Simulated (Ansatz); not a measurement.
# W2NO2 monolayer: following an unstable mode, part 2 of 2

Wanted: the energy along a soft mode of W2NO2 monolayer and the structure at the end.

Ansatz 0.2.0; DFT LDA, scalar-relativistic, plane waves, PAW; PAW set soft_1.

So far, highest frequency on the path or at a solved wavevector (cm⁻¹): step 2 (phonons on a q mesh) 747. Also lowest frequency on the path (cm⁻¹): step 2 -163.

### Step 6. Relaxing from the distorted cell

Starting from the lowest point found, all atoms and the cell are let go, so that strain and other modes of the same symmetry can join in.

Input file input.yaml:

```yaml
crystal:
  lattice:
    - [3.1366917155, 0.0, 0.0]
    - [0.0, 5.4329094189, 0.0]
    - [0.0, 0.0, 32.6]
  atoms:
    - { symbol: "N", position: [0.5, 0.5083391538, 0.3133522826] }
    - { symbol: "N", position: [0.0, -0.0083391538, 0.3001446499] }
    - { symbol: W, position: [0.0, 0.3156589017, 0.3385516608] }
    - { symbol: W, position: [0.5, 0.851007765, 0.3378948596] }
    - { symbol: W, position: [0.5, 0.1843410983, 0.2749452717] }
    - { symbol: W, position: [1.0, 0.648992235, 0.275602073] }
    - { symbol: O, position: [0.5, 0.1656166545, 0.3728033571] }
    - { symbol: O, position: [1.0, 0.6677166788, 0.3660901301] }
    - { symbol: O, position: [0.0, 0.3343833455, 0.2406935755] }
    - { symbol: O, position: [0.5, 0.8322833212, 0.2474068025] }
  periodic: [true, true, false]
kpoints:
  mp_grid: { grid: [12, 8, 1] }
hamiltonian:
  xc: lda
  pseudopotentials: { kind: paw, azcp: { folder: soft_1 }, xc_functional: pbe }
scf:
  occupations: { method: methfessel_paxton, width: 0.2 }
output:
  forces: true
  stress: true
  eigenvalues: true
  write_density: true
  write_potential: true
  elf: true
  volumetric_format: npy
relax:
  adjacent_minimum: "off"
  f_tol: 0.002
  max_steps: 120
  cell: { stress_2d_tol: 0.005 }
```

Started as:

```console
ansatz run input.yaml --threads 4 --pin off --max-ram 16384MiB --backend cpu --events-out ev --progress --plain --runs-dir out
```

Numbers of over 12 decimals in the logs are rounded to 6 here.

What it wrote:

```text
[...]
Crystal: 10 atoms, lattice volume = 555.548 Å³
Basis set: ecut = 420 eV, 10877 PW (Γ)
Bands: 55, of which v1, the nominal top of the filled ones, is band 45 counted from 1 (44 counted from 0)
Symmetry: 4 space group operations
[...]
k-points: 35 of 96
[...]
SCF iter   1: F=—  HF=-43500.453730 eV  |F-HF|=—  |Δ(HF+E_count)|=         —  Δρ=7.24e-2  dr2=3.20e1  ethr=3.10e-3  ⟨swp⟩=11.3  Hψ=13141  notcnv=0
[...]
SCF iter  12: F=-43491.856974 eV  HF=-43491.856974 eV  |F-HF|=6.98e-10  |Δ(HF+E_count)|=   4.42e-9  S|Δr|=    0.00e0  Δρ=1.52e-7  dr2=6.16e-11  ethr=1.71e-12  ⟨swp⟩=10.8  Hψ=16900  notcnv=0
SCF 1 converged in 12 iterations: F = -43491.856974 eV  dr2 = 6.16e-11
[...]
relax step   1: F+E_penalty+E_count = -43491.85697393 eV  Δ(F+E_penalty+E_count) = +0.000e0 eV  max|allowed force component| = 7.664e-1 eV/Å  Δτ_max = 0.0000 Å  P = -3.048 N/m  Ω = 555.548 Å³  fix = [c, alpha, beta]  reactions: c -0.000 N/m; alpha +0.000 N/m/rad  (12 SCF iters, dr2 threshold 1.00e-7 eV, accepted)
[... from here on, the SCF cycles and remarks between the steps are left out ...]
relax step   2: F+E_penalty+E_count = -43492.05834671 eV  Δ(F+E_penalty+E_count) = -2.014e-1 eV  max|allowed force component| = 1.030e0 eV/Å  Δτ_max = 0.1194 Å  P = -0.804 N/m  Ω = 533.112 Å³  energy of the carried Pulay correction = +1.553e-2 eV  fix = [c, alpha, beta]  reactions: c +0.000 N/m; alpha -0.000 N/m/rad  (9 SCF iters, dr2 threshold 1.00e-6 eV, accepted)
relax step   3: F+E_penalty+E_count = -43492.20660692 eV  Δ(F+E_penalty+E_count) = -1.483e-1 eV  max|allowed force component| = 7.949e-1 eV/Å  Δτ_max = 0.0586 Å  P = +0.323 N/m  Ω = 525.232 Å³  energy of the carried Pulay correction = +2.114e-2 eV  fix = [c, alpha, beta]  reactions: c +0.000 N/m; alpha -0.000 N/m/rad  (6 SCF iters, dr2 threshold 1.00e-6 eV, accepted)
relax step   4: F+E_penalty+E_count = -43492.21440966 eV  Δ(F+E_penalty+E_count) = -7.803e-3 eV  max|allowed force component| = 2.206e0 eV/Å  Δτ_max = 0.1963 Å  P = +4.694 N/m  Ω = 502.398 Å³  energy of the carried Pulay correction = +3.786e-2 eV  fix = [c, alpha, beta]  (9 SCF iters, dr2 threshold 1.00e-6 eV, rejected (line search))
relax step   5: F+E_penalty+E_count = -43492.37079894 eV  Δ(F+E_penalty+E_count) = -1.642e-1 eV  max|allowed force component| = 6.969e-1 eV/Å  Δτ_max = 0.0909 Å  P = -0.480 N/m  Ω = 518.825 Å³  energy of the carried Pulay correction = +2.576e-2 eV  fix = [c, alpha, beta]  reactions: c -0.000 N/m; alpha -0.000 N/m/rad  (14 SCF iters, accepted)
relax step   6: F+E_penalty+E_count = -43492.49811927 eV  Δ(F+E_penalty+E_count) = -1.273e-1 eV  max|allowed force component| = 8.427e-1 eV/Å  Δτ_max = 0.0975 Å  P = -0.476 N/m  Ω = 509.450 Å³  energy of the carried Pulay correction = +3.262e-2 eV  fix = [c, alpha, beta]  reactions: c -0.000 N/m; alpha +0.000 N/m/rad  (6 SCF iters, dr2 threshold 1.00e-6 eV, accepted)
relax step   7: F+E_penalty+E_count = -43492.57442923 eV  Δ(F+E_penalty+E_count) = -7.631e-2 eV  max|allowed force component| = 1.666e0 eV/Å  Δτ_max = 0.1456 Å  P = +1.140 N/m  Ω = 495.763 Å³  energy of the carried Pulay correction = +4.286e-2 eV  fix = [c, alpha, beta]  reactions: c -0.000 N/m; alpha +0.000 N/m/rad  (8 SCF iters, dr2 threshold 1.00e-6 eV, accepted)
relax step   8: F+E_penalty+E_count = -43492.78375675 eV  Δ(F+E_penalty+E_count) = -2.093e-1 eV  max|allowed force component| = 1.501e0 eV/Å  Δτ_max = 0.2000 Å  P = -0.988 N/m  Ω = 480.486 Å³  energy of the carried Pulay correction = +5.461e-2 eV  fix = [c, alpha, beta]  reactions: c -0.000 N/m; alpha -0.000 N/m/rad  (7 SCF iters, dr2 threshold 1.00e-6 eV, accepted)
relax step   9: F+E_penalty+E_count = -43492.90848109 eV  Δ(F+E_penalty+E_count) = -1.247e-1 eV  max|allowed force component| = 4.250e-1 eV/Å  Δτ_max = 0.0414 Å  P = -0.248 N/m  Ω = 479.374 Å³  energy of the carried Pulay correction = +5.548e-2 eV  fix = [c, alpha, beta]  reactions: c -0.000 N/m; alpha +0.000 N/m/rad  (7 SCF iters, dr2 threshold 1.00e-6 eV, accepted)
relax step  10: F+E_penalty+E_count = -43492.99210567 eV  Δ(F+E_penalty+E_count) = -8.362e-2 eV  max|allowed force component| = 5.683e-1 eV/Å  Δτ_max = 0.0750 Å  P = -0.600 N/m  Ω = 477.214 Å³  energy of the carried Pulay correction = +5.717e-2 eV  fix = [c, alpha, beta]  reactions: c -0.000 N/m; alpha +0.000 N/m/rad  (7 SCF iters, dr2 threshold 1.00e-6 eV, accepted)
relax step  11: F+E_penalty+E_count = -43493.04415870 eV  Δ(F+E_penalty+E_count) = -5.205e-2 eV  max|allowed force component| = 6.118e-1 eV/Å  Δτ_max = 0.0599 Å  P = +0.542 N/m  Ω = 474.128 Å³  energy of the carried Pulay correction = +5.960e-2 eV  fix = [c, alpha, beta]  reactions: c +0.000 N/m; alpha +0.000 N/m/rad  (6 SCF iters, dr2 threshold 1.00e-6 eV, accepted)
relax step  12: F+E_penalty+E_count = -43493.09280224 eV  Δ(F+E_penalty+E_count) = -4.864e-2 eV  max|allowed force component| = 3.568e-1 eV/Å  Δτ_max = 0.0671 Å  P = -0.739 N/m  Ω = 474.114 Å³  energy of the carried Pulay correction = +5.961e-2 eV  fix = [c, alpha, beta]  reactions: c -0.000 N/m; alpha -0.000 N/m/rad  (7 SCF iters, dr2 threshold 1.00e-6 eV, accepted)
[...]
relax step  21: F+E_penalty+E_count = -43493.08749853 eV  Δ(F+E_penalty+E_count) = -7.749e-5 eV  max|allowed force component| = 3.207e-2 eV/Å  Δτ_max = 0.0045 Å  P = +0.075 N/m  Ω = 470.812 Å³  energy of the carried Pulay correction = +7.117e-4 eV  fix = [c, alpha, beta]  reactions: c +0.000 N/m; alpha +0.000 N/m/rad  (7 SCF iters, dr2 threshold 1.58e-8 eV, accepted)
relax step  22: F+E_penalty+E_count = -43493.08745825 eV  Δ(F+E_penalty+E_count) = +4.027e-5 eV  max|allowed force component| = 5.966e-3 eV/Å  Δτ_max = 0.0019 Å  P = -0.008 N/m  Ω = 470.958 Å³  energy of the carried Pulay correction = +5.973e-4 eV  fix = [c, alpha, beta]  reactions: c -0.000 N/m; alpha -0.000 N/m/rad  (5 SCF iters, dr2 threshold 6.43e-8 eV, accepted)
relax step  23: F+E_penalty+E_count = -43493.08746896 eV  Δ(F+E_penalty+E_count) = -1.071e-5 eV  max|allowed force component| = 2.770e-3 eV/Å  Δτ_max = 0.0002 Å  P = -0.004 N/m  Ω = 470.949 Å³  energy of the carried Pulay correction = +6.043e-4 eV  fix = [c, alpha, beta]  reactions: c -0.000 N/m; alpha -0.000 N/m/rad  (5 SCF iters, dr2 threshold 2.22e-9 eV, accepted)
relax step  24: F+E_penalty+E_count = -43493.08747851 eV  Δ(F+E_penalty+E_count) = -9.547e-6 eV  max|allowed force component| = 1.828e-3 eV/Å  Δτ_max = 0.0007 Å  P = +0.003 N/m  Ω = 470.938 Å³  energy of the carried Pulay correction = +6.130e-4 eV  fix = [c, alpha, beta]  reactions: c +0.000 N/m; alpha -0.000 N/m/rad  (7 SCF iters, dr2 threshold 4.80e-10 eV, accepted)
relax step  25: F+E_penalty+E_count = -43493.08748522 eV  Δ(F+E_penalty+E_count) = -6.705e-6 eV  max|allowed force component| = 1.587e-3 eV/Å  Δτ_max = 0.0003 Å  P = -0.000 N/m  Ω = 470.930 Å³  energy of the carried Pulay correction = +6.190e-4 eV  fix = [c, alpha, beta]  reactions: c -0.000 N/m; alpha +0.000 N/m/rad  (6 SCF iters, dr2 threshold 1.22e-10 eV, accepted)
relax step  26: F+E_penalty+E_count = -43493.08688299 eV  Δ(F+E_penalty+E_count) = +6.022e-4 eV  max|allowed force component| = 1.549e-3 eV/Å  Δτ_max = 0.0000 Å  P = -0.006 N/m  Ω = 470.930 Å³  fix = [c, alpha, beta]  reactions: c -0.000 N/m; alpha -0.000 N/m/rad  stress off target by 6.42e-3 N/m on what of the cell is left free  SCF on the basis re-selected at this cell (its energy is not comparable with the rows above)  (7 SCF iters)
relax step  27: F+E_penalty+E_count = -43493.08688975 eV  Δ(F+E_penalty+E_count) = -6.760e-6 eV  max|allowed force component| = 7.462e-4 eV/Å  Δτ_max = 0.0001 Å  P = +0.000 N/m  Ω = 470.922 Å³  energy of the carried Pulay correction = +6.462e-6 eV  fix = [c, alpha, beta]  reactions: c +0.000 N/m; alpha -0.000 N/m/rad  (6 SCF iters, dr2 threshold 5.04e-11 eV, accepted)
relax step  28: F+E_penalty+E_count = -43493.08688640 eV  Δ(F+E_penalty+E_count) = +3.345e-6 eV  max|allowed force component| = 7.451e-4 eV/Å  Δτ_max = 0.0000 Å  P = +0.000 N/m  Ω = 470.922 Å³  fix = [c, alpha, beta]  reactions: c +0.000 N/m; alpha -0.000 N/m/rad  stress off target by 9.87e-4 N/m on what of the cell is left free  SCF on the basis re-selected at this cell (its energy is not comparable with the rows above)  (10 SCF iters)
[...]
WARN: The output density's exchange-correlation potential varies sharply where the density is thin. Do not read a vacuum level from v_tot or v_xc, or from such a field of the output density. On a cell that repeats whose density bears no net charge and no dipole along the vacuum's axis use v_es (v_loc + v_h of the components); under efield.dipole_correction with no amplitude use v_es + v_field, which holds any externa [...]
SCF converged after 10 iterations
[...]
Free energy (F): -43493.086886 eV
[...]
Internal energy: -43493.094522 eV  (E = F + TS)
E sigma→0 (E₀):  -43493.088795 eV
Entropy (-TS):   0.007636 eV (0.764 meV/atom)
Fermi energy:    -6.536758 eV
[...]
--- Forces (eV/Å), atoms counted from 1 ---
  atom   1  N      0.00000000    -0.00037937     0.00014852
  atom   2  N      0.00000000     0.00037937    -0.00014852
  atom   3  W      0.00000000     0.00023642     0.00035673
  atom   4  W      0.00000000    -0.00009683     0.00074514
  atom   5  W      0.00000000    -0.00023642    -0.00035673
  atom   6  W      0.00000000     0.00009683    -0.00074514
  atom   7  O      0.00000000     0.00002706    -0.00024850
  atom   8  O      0.00000000    -0.00008068    -0.00019028
  atom   9  O      0.00000000    -0.00002706     0.00024850
  atom  10  O      0.00000000     0.00008068     0.00019028
  max |Σ_I F_I| component: 1.08e-19 eV/Å
--- 2D stress c σ (N/m, compression-positive) ---
        0.000987      -0.000000      -0.000000
       -0.000000      -0.000233       0.000000
       -0.000000       0.000000       0.000000
  P = ½ c Tr σ = 0.0004 N/m
--- Band table (eV; the first three rows and the last of 35) ---
  k-point 0: bands = [... 41 lower, -7.9235, -7.8925, -7.7633, -6.8608, -6.5498, -6.4031, -5.2483, -5.0416, ... 6 higher]
  k-point 1: bands = [... 41 lower, -7.9248, -7.8747, -7.8593, -6.8657, -6.7261, -6.3698, -5.3806, -4.9860, ... 6 higher]
  k-point 2: bands = [... 41 lower, -8.1547, -7.8925, -7.8317, -7.0680, -6.9478, -6.3569, -5.6232, -4.8922, ... 6 higher]
  k-point 34: bands = [... 41 lower, -9.0980, -7.6927, -7.6927, -4.7304, -4.7304, -4.0953, -4.0953, -3.7402, ... 6 higher]
--- Relaxed structure (25 steps of the walk, 24 accepted, 3 SCFs on fresh bases) ---
  F+E_penalty+E_count = -43493.08688640 eV   max|allowed force component| = 7.451e-4 eV/Å   (the final SCF, on the basis selected at the relaxed cell)
  cell:  # Å, volume = 470.9222 Å³
    - [2.884778, 0, 0]
    - [0, 5.007478, 0]
    - [0, 0, 32.6]
  atoms:
    - { symbol: N, position: [0.5, 0.491015, 0.311737] }
    - { symbol: N, position: [0, 0.00898522, 0.301760] }
    - { symbol: W, position: [0, 0.282113, 0.351444] }
    - { symbol: W, position: [0.5, 0.865574, 0.345176] }
    - { symbol: W, position: [0.5, 0.217887, 0.262053] }
    - { symbol: W, position: [1.0, 0.634426, 0.268321] }
    - { symbol: O, position: [0.5, 0.162013, 0.390401] }
    - { symbol: O, position: [1.0, 0.658228, 0.376393] }
    - { symbol: O, position: [0, 0.337987, 0.223096] }
    - { symbol: O, position: [0.5, 0.841772, 0.237104] }
```

The job ended after 13 min (4 threads of Arm Neoverse V1, shared host; peak memory 1.5 GiB; 51 min of CPU time).

The steps of the relaxation (22 of 28):

| step | energy less that of the first step (eV) | largest force component (eV/Å) | volume (Å³) |
| --- | --- | --- | --- |
| 1 | 0.0000 | 0.7664 | 555.55 |
| 2 | -0.2014 | 1.0301 | 533.11 |
| 4 | -0.3574 | 2.2062 | 502.40 |
| 5 | -0.5138 | 0.6969 | 518.83 |
| 6 | -0.6411 | 0.8427 | 509.45 |
| 7 | -0.7175 | 1.6662 | 495.76 |
| 9 | -1.0515 | 0.4250 | 479.37 |
| 10 | -1.1351 | 0.5683 | 477.21 |
| 11 | -1.1872 | 0.6118 | 474.13 |
| 13 | -1.2434 | 0.3713 | 468.73 |
| 14 | -1.2477 | 0.2049 | 472.97 |
| 15 | -1.2559 | 0.0324 | 471.87 |
| 16 | -1.2563 | 0.0160 | 471.66 |
| 18 | -1.2563 | 0.0011 | 471.72 |
| 19* | -1.2296 | 0.0024 | 471.72 |
| 20 | -1.2304 | 0.0159 | 470.88 |
| 22 | -1.2305 | 0.0060 | 470.96 |
| 23 | -1.2305 | 0.0028 | 470.95 |
| 24 | -1.2305 | 0.0018 | 470.94 |
| 25 | -1.2305 | 0.0016 | 470.93 |
| 27 | -1.2299 | 0.0007 | 470.92 |
| 28* | -1.2299 | 0.0007 | 470.92 |

Relaxation steps marked * repeat the geometry before them on a plane-wave basis chosen anew for their cell, so energy and pressure can jump there. Other such steps can lie between the rows shown. Relaxation step 4 was tried and not accepted.

The run keeps the 4 symmetry operations that it works with, so distortions that break them were not tested.

| cell as run | before | after | change |
| --- | --- | --- | --- |
| a (Å) | 3.137 | 2.885 | -8.0 % |
| b (Å) | 5.433 | 5.007 | -7.8 % |

The atoms that moved most (Å, along periodic axes as changes of fractional coordinates times the final cell, across vacuum about the mean position):

| atom | dx | dy | dz | length |
| --- | --- | --- | --- | --- |
| O7 | 0.000 | -0.018 | 0.574 | 0.574 |
| O9 | 0.000 | 0.018 | -0.574 | 0.574 |
| W5 | 0.000 | 0.168 | -0.420 | 0.453 |
| W3 | 0.000 | -0.168 | 0.420 | 0.453 |
| O8 | 0.000 | -0.048 | 0.336 | 0.339 |
| O10 | 0.000 | 0.048 | -0.336 | 0.339 |
| W6 | 0.000 | -0.073 | -0.237 | 0.248 |
| W4 | 0.000 | 0.073 | 0.237 | 0.248 |

Final coordinates:

```xyz
10
Lattice="2.8848 0.0000 0.0000 0.0000 5.0075 0.0000 0.0000 0.0000 32.6000" Properties=species:S:1:pos:R:3
N     1.4424    2.4587   10.1626
N     0.0000    0.0450    9.8374
W     0.0000    1.4127   11.4571
W     1.4424    4.3343   11.2527
W     1.4424    1.0911    8.5429
W     2.8848    3.1769    8.7473
O     1.4424    0.8113   12.7271
O     2.8848    3.2961   12.2704
O     0.0000    1.6925    7.2729
O     1.4424    4.2152    7.7296
```

Numbers from this step:

| Property | Result |
| --- | --- |
| area per atom | 1.445 Å² |

Valence density in the bc plane at fractional x = 0.000, with atoms of N and W and O within 0.2 Å of it. It is the smooth field of the valence electrons, not physical close to the nuclei.

Values in e/Å³, 24 rows by 14 columns, each cell a mean:
```
0.0 0.0 0.0 0.0 0.0 0.0 0.0 0.0 0.0 0.0 0.0 0.0 0.0 0.0
0.0 0.0 0.0 0.0 0.0 0.0 0.0 0.0 0.0 0.0 0.0 0.0 0.0 0.0
0.0 0.0 0.0 0.0 0.0 0.0 0.0 0.0 0.0 0.0 0.0 0.0 0.0 0.0
0.0 0.0 0.0 0.0 0.0 0.0 0.0 0.0 0.0 0.0 0.0 0.0 0.0 0.0
0.0 0.0 0.0 0.0 0.0 0.0 0.0 0.0 0.0 0.0 0.0 0.0 0.0 0.0
0.0 0.0 0.0 0.0 0.0 0.0 0.0 0.0 0.0 0.0 0.0 0.0 0.0 0.0
0.0 0.0 0.0 0.0 0.0 0.0 0.0 0.0 0.0 0.0 0.0 0.0 0.0 0.0
0.0 0.0 0.0 0.0 0.0 0.0 0.0 0.0 0.0 0.0 0.0 0.0 0.0 0.0
0.0 0.0 0.0 0.0 0.0 0.0 0.0 0.0 0.0 0.0 0.0 0.0 0.0 0.0
0.0 0.0 0.0 0.0 0.0 0.0 0.0 0.0 0.0 0.0 0.0 0.0 0.0 0.0
0.0 0.0 0.0 0.0 0.0 0.0 0.0 0.0 0.0 0.0 0.0 0.0 0.0 0.0
0.0 0.0 0.0 0.0 0.0 0.0 0.0 0.0 0.0 0.0 0.0 0.0 0.0 0.0
0.0 0.0 0.0 0.0 0.0 0.0 0.0 0.0 0.0 0.0 0.0 0.0 0.0 0.0
0.0 0.0 0.0 0.0 0.0 0.0 0.0 0.0 0.0 0.0 0.0 0.0 0.0 0.0
0.1 0.1 0.2 0.4 0.4 0.3 0.2 0.6 2.2 3.5 2.1 0.6 0.1 0.1
0.4 0.7 2.5 4.6 5.0 3.7 1.2 0.6 1.3 1.9 1.2 0.5 0.3 0.4
2.6 1.9 0.9 0.6 0.5 0.4 0.3 0.3 0.5 0.6 0.4 0.4 0.9 2.2
0.7 0.5 0.4 0.4 0.4 0.5 0.8 2.7 4.8 4.9 3.4 1.1 0.4 0.5
0.1 0.1 0.4 1.7 4.3 4.4 1.8 0.5 0.4 0.4 0.3 0.1 0.1 0.1
0.0 0.0 0.0 0.1 0.2 0.3 0.1 0.0 0.0 0.0 0.0 0.0 0.0 0.0
0.0 0.0 0.0 0.0 0.0 0.0 0.0 0.0 0.0 0.0 0.0 0.0 0.0 0.0
0.0 0.0 0.0 0.0 0.0 0.0 0.0 0.0 0.0 0.0 0.0 0.0 0.0 0.0
0.0 0.0 0.0 0.0 0.0 0.0 0.0 0.0 0.0 0.0 0.0 0.0 0.0 0.0
0.0 0.0 0.0 0.0 0.0 0.0 0.0 0.0 0.0 0.0 0.0 0.0 0.0 0.0
```
Columns run along b (5.0 Å), rows up along c (32.6 Å). Atoms in or near the plane, at fractional coordinates: N at (0.01, 0.30), W at (0.28, 0.35), W at (0.63, 0.27), O at (0.66, 0.38), O at (0.34, 0.22).

ELF in the bc plane at fractional x = 0.000, with atoms of N and W and O within 0.2 Å of it. It is the smooth field of the valence electrons, not physical close to the nuclei.

Ten even steps from '0' (0.00) to '9' (0.74), each cell a mean:
```
00000000000000
00000000000000
00000000000000
00000000000000
00000000000000
00000000000000
00000000000000
00000000000000
00000000000000
00000000000000
00000000000000
00000000000000
00000000000000
00000000111000
00122128999720
53676844666434
58743212332488
55434437767435
02698896321000
00257763000000
00000000000000
00000000000000
00000000000000
00000000000000
```
Columns run along b (5.0 Å), rows up along c (32.6 Å). Atoms in or near the plane, at fractional coordinates: N at (0.01, 0.30), W at (0.28, 0.35), W at (0.63, 0.27), O at (0.66, 0.38), O at (0.34, 0.22).

Electrostatic potential energy in the bc plane at fractional x = 0.000, with atoms of N and W and O within 0.2 Å of it. With pseudopotentials it is smooth inside the atoms' cores, unlike the true potential.

Ten even steps from '_' (-46 eV) to '@' (0 eV), each cell a mean:
```
@@@@@@@@@@@@@@@@@@@@@@@@@@@@
@@@@@@@@@@@@@@@@@@@@@@@@@@@@
@@@@@@@@@@@@@@@@@@@@@@@@@@@@
@@@@@@@@@@@@@@@@@@@@@@@@@@@@
@@@@@@@@@@@@@@@@@@@@@@@@@@@@
@@@@@@@@@@@@@@@@@@@@@@@@@@@@
@@@@@@@@@@@@@@@@@@@@@@@@@@@@
@@@@@@@@@@@@@@@@@@@@@@@@@@@@
@@@@@@@@@@@@@@@@@@@@@@@@@@@@
@@@@@@@@@@@@@@@@@@@@@@@@@@@@
@@@@@@@@@@@@@@@@@@@@@@@@@@@@
@@@@@@@@@@@@@@@@@@@@@@@@@@@@
@@@@@@@@@@@@@@@@@@@@@@@@@@@@
@@@@@@@@@@@@@@@@@@@@@@@@@@@@
@@%%%%######%%%%++==++%%@@@@
##++..______--****++**####%%
..::******######****####**::
############++________--####
@@@@%%==....==########%%@@@@
@@@@@@@@@@@@@@@@@@@@@@@@@@@@
@@@@@@@@@@@@@@@@@@@@@@@@@@@@
@@@@@@@@@@@@@@@@@@@@@@@@@@@@
@@@@@@@@@@@@@@@@@@@@@@@@@@@@
@@@@@@@@@@@@@@@@@@@@@@@@@@@@
```
Columns run along b (5.0 Å; values clipped at the 3rd and 97th percentile), rows up along c (32.6 Å). Atoms in or near the plane, at fractional coordinates: N at (0.01, 0.30), W at (0.28, 0.35), W at (0.63, 0.27), O at (0.66, 0.38), O at (0.34, 0.22).

The distorted start has space group P2_1/m; the relaxation ends in P2_1/m.

### Step 7. What came out

```yaml
unstable_mode_of_the_parent: q = (0, -0.5, 0), 135i cm⁻¹
depth_at_the_lowest_point_sampled: 12.2 meV/atom
largest_atomic_shift_at_that_point: 0.22 Å
space_group_reached_within_0p01_a: P2_1/m
energy_gained_over_the_parent_first_relaxation_on_the_mesh_of_the_frozen_mode: 135 meV/atom
area_per_atom_phase_reached: 1.45 Å²
```

**Reading.** From this start the structure relaxes into P2_1/m, 135 meV/atom below the parent. At the parent's cell the well is 12.23 meV/atom deep on the steps tried, with its lowest point at a shift of 0.22 Å. Relaxing atoms and cell changes the gain by +123.20 meV/atom against the lowest step (energies at zero smearing). Most of the total comes from this relaxation. The frozen pattern makes up only 20 % of the final shifts of the atoms, so other modes or strain give most of the change. The modes of the phase reached were not computed on this path. Of the 2 patterns followed to their end from this parent, this one reaches the lowest energy. Each path keeps the symmetry of its pattern, so a lower phase may lie along a pattern not tried. With no gap, or one that is small against the smearing, the frequencies hang on the k mesh and the smearing, most of all near Kohn anomalies. The phonon runs are without spin polarisation, although the cell has an odd electron count. In a sheet or slab the interpolated bending branch near Γ is rough, since the rotational sum rule isn't imposed. Spin-orbit coupling is left out, which can matter for the heavy elements here. The PAW files were made for PBE and serve the other functionals too. A phonon run warned that its eigensolver left some bands unconverged in a pass. The starting cell was built on a prototype and not taken from a measurement.

[Logs are printed without paths, hosts, clocks, repeated set-up lines and the standing remarks that a program may print on its own settings, such as how far it seeks lower states.]

[Hosts, paths, dates, database ids (printed as entryN), source tags and the programs' standing remarks are cut or masked in the printed files.]
